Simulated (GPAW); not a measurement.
# ZrGe2As4 monolayer in an electric field, part 2 of 2

Wanted: the out-of-plane polarisability of ZrGe2As4 monolayer.

GPAW 26.7.0; GPAW, PAW setups; layer in a repeated cell with vacuum, relaxation of atoms and in-plane cell (the session's first sound run).

So far. Step 8 (Field on): The dipole is now 0.0893 e Å, against 0.0022 in the run without a field.

## 9. In a field

Level of this step: GPAW, PAW setups; slab in vacuum (GPAW).

run.py

```python
import json
import numpy as np
from ase import Atoms
from gpaw import GPAW, PW
from gpaw.external import ConstantElectricField

slab = Atoms(
    ['As', 'Ge', 'As', 'Zr', 'As', 'Ge', 'As'],
    positions=[
        [-0.00000, 0.00000, 9.00000],
        [-0.00000, 2.23805, 10.11960],
        [-0.00000, 2.23805, 12.57247],
        [0.00000, -0.00000, 14.11531],
        [-0.00000, 2.23805, 15.65816],
        [-0.00000, 2.23805, 18.11102],
        [0.00000, 0.00000, 19.23063]],
    cell=[[3.87641, -0.0, 0.0], [-1.9382, 3.35706, 0.0], [0.0, 0.0, 28.2306]],
    pbc=[True, True, False])

slab.calc = GPAW(mode=PW(400), xc='PBE', kpts={'size': (9, 9, 1), 'gamma': True},
                 occupations={'name': 'fermi-dirac', 'width': 0.05}, nbands='200%',
                 convergence={'density': 1e-05}, maxiter=200,
                 poissonsolver={'dipolelayer': 'xy'},
                 external=ConstantElectricField(0.2, [0, 0, 1]),
                 symmetry={'tolerance': 1e-3}, txt='slab.txt')
result = {}
energy = slab.get_potential_energy()
fermi = slab.calc.get_fermi_level()
v = slab.calc.get_electrostatic_potential().mean((0, 1)) - fermi
n = slab.calc.get_pseudo_density().mean((0, 1))
L = slab.cell[2, 2]
z = np.arange(len(v)) * L / len(v)
low, high = slab.positions[:, 2].min(), slab.positions[:, 2].max()
below, above = np.interp([low - 6.8, high + 6.8], z, v)
slopes = [np.interp(x, z, np.gradient(v, z)) for x in (low - 6.8, high + 6.8)]
eps = np.array([[slab.calc.get_eigenvalues(k, s) for k in range(len(slab.calc.get_ibz_k_points()))]
                for s in range(slab.calc.get_number_of_spins())]) - fermi
top, bottom = eps[eps < 0].max(), eps[eps > 0].min()
dipole = slab.get_dipole_moment()[2]
print(f'energy {energy:.4f} eV, Fermi level {fermi:.4f} eV, dipole {dipole:.5f} e A')
print(f'potential 6.8 A off the faces, from the Fermi level: lower {below:.4f} eV, upper {above:.4f} eV')
print(f'slope of the potential there: lower {slopes[0]:.5f}, upper {slopes[1]:.5f} eV/A')
print(f'nearest levels on the mesh: {top:.4f} and {bottom:.4f} eV')
print('magnetic moment', round(slab.get_magnetic_moment(), 3))
result.update(energy=energy, fermi=fermi, dipole=dipole, below=below, above=above, slopes=slopes, edges=[top, bottom],
              z=z.tolist(), v=v.tolist(), n=n.tolist(), positions=slab.positions.tolist(),
              forces=slab.get_forces(apply_constraint=False).tolist(), moments=slab.get_magnetic_moments().tolist())
json.dump(result, open('result.json', 'w'))
```

The run is started by

```bash
OMP_NUM_THREADS=1 OPENBLAS_NUM_THREADS=1 python run.py
```

The program printed:

```text
energy -36.6867 eV, Fermi level -0.2795 eV, dipole 0.17850 e A
potential 6.8 A off the faces, from the Fermi level: lower 6.3258 eV, upper 3.8426 eV
slope of the potential there: lower -0.00013, upper 0.00018 eV/A
nearest levels on the mesh: -0.1875 and 0.0074 eV
magnetic moment 0.0
```

It took 4.9 min on 1 thread of Arm Neoverse V1, shared host; peak memory 0.51 GiB.

The dipole is now 0.179 e Å, against 0.0022 in the run without a field.

## 10. Field on

run.py: that of step 9 with these lines changed.

```diff
@@ -23,3 +23,3 @@
                  poissonsolver={'dipolelayer': 'xy'},
-                 external=ConstantElectricField(0.2, [0, 0, 1]),
+                 external=ConstantElectricField(0.3, [0, 0, 1]),
                  symmetry={'tolerance': 1e-3}, txt='slab.txt')
```

The program printed:

```text
energy -36.7091 eV, Fermi level -0.2819 eV, dipole 0.26781 e A
potential 6.8 A off the faces, from the Fermi level: lower 6.9518 eV, upper 3.2262 eV
slope of the potential there: lower -0.00012, upper 0.00019 eV/A
nearest levels on the mesh: -0.1873 and 0.0077 eV
magnetic moment 0.0
```

Wall time 4.9 min (1 thread); peak memory 0.51 GiB.

The dipole is now 0.268 e Å, against 0.0022 in the run without a field.

## 11. The series

The members are put on one axis.

This step: induced dipole against applied field (GPAW 26.7.0).

Table of dipole along the normal by field:

| field (V/Å) | dipole along the normal (e·Å) |
| --- | --- |
| -0.200 | -0.179 |
| -0.100 | -0.0893 |
| -0.050 | -0.0446 |
| 0.000 | 0.00223 |
| 0.050 | 0.0446 |
| 0.100 | 0.0893 |
| 0.200 | 0.179 |
| 0.300 | 0.268 |

## 12. A changed run

One more run, with changed settings.

This step: GPAW, PAW setups; slab in vacuum (GPAW 26.7.0).

run.py: that of step 10 with these lines changed.

```diff
@@ -4,3 +4,2 @@
 from gpaw import GPAW, PW
-from gpaw.external import ConstantElectricField
 
@@ -19,7 +18,6 @@
 
-slab.calc = GPAW(mode=PW(400), xc='PBE', kpts={'size': (9, 9, 1), 'gamma': True},
+slab.calc = GPAW(mode=PW(100), xc='PBE', kpts={'size': (9, 9, 1), 'gamma': True},
                  occupations={'name': 'fermi-dirac', 'width': 0.05}, nbands='200%',
-                 convergence={'density': 1e-05}, maxiter=200,
+                 convergence={'density': 1e-05}, maxiter=50,
                  poissonsolver={'dipolelayer': 'xy'},
-                 external=ConstantElectricField(0.3, [0, 0, 1]),
                  symmetry={'tolerance': 1e-3}, txt='slab.txt')
```

The program printed:

```text
energy -31.8167 eV, Fermi level -0.0847 eV, dipole 0.00223 e A
potential 6.8 A off the faces, from the Fermi level: lower 4.9750 eV, upper 4.9666 eV
slope of the potential there: lower -0.00412, upper 0.00412 eV/A
nearest levels on the mesh: -0.0021 and 0.0001 eV
magnetic moment 0.0
```

The job ended after 13 s (1 thread; peak memory 0.14 GiB).

The run finished. A setting was moved off its sound value on purpose, so it serves as a test and not as the result.

The fault put into the input: a cutoff far too low (ecut = 100).

Side by side:

| quantity | this run | sound run | difference |
| --- | --- | --- | --- |
| upper work function (eV) | 4.9666 | 5.0764 | -0.110 |
| lower work function (eV) | 4.9750 | 5.0847 | -0.110 |

The two runs differ clearly in the upper work function: 4.97 eV against 5.08 eV.

## 13. What came out

```json
{
 "work function, upper and lower face": "5.076 and 5.085 eV",
 "dipole along the normal": "0.0022 e Å, near the numerical noise",
 "induced dipole per field": "0.893 e Å per V/Å",
 "out-of-plane polarisability per area, α/(ε0 A)": "12.4 Å"
}
```

What this shows: The field induces 0.893 e Å per V/Å, a polarisable thickness α/(ε0 A) of 12.4 Å beside 10.2 Å between the outermost nuclei. A perfect conductor would give the distance between its two image planes; a dielectric of thickness t gives t(1 - 1/ε). The induced dipole is linear in the field over this range. The starting lattice was a guess from atomic radii; the relaxation moved it by 4 %. The small printed dipole stands for a step of -31 meV from the lower to the upper face, and the probes find -8.4 meV; values this small are near the numerical noise of both. The layer's cell and atoms come from the relaxation; spin-orbit coupling and temperature are left out.

[Logs are printed without paths, hosts, clocks, repeated set-up lines and the standing remarks that a program may print on its own settings, such as how far it seeks lower states.]

[Hosts, paths, dates, database ids (printed as entryN), source tags and the programs' standing remarks are cut or masked in the printed files.]
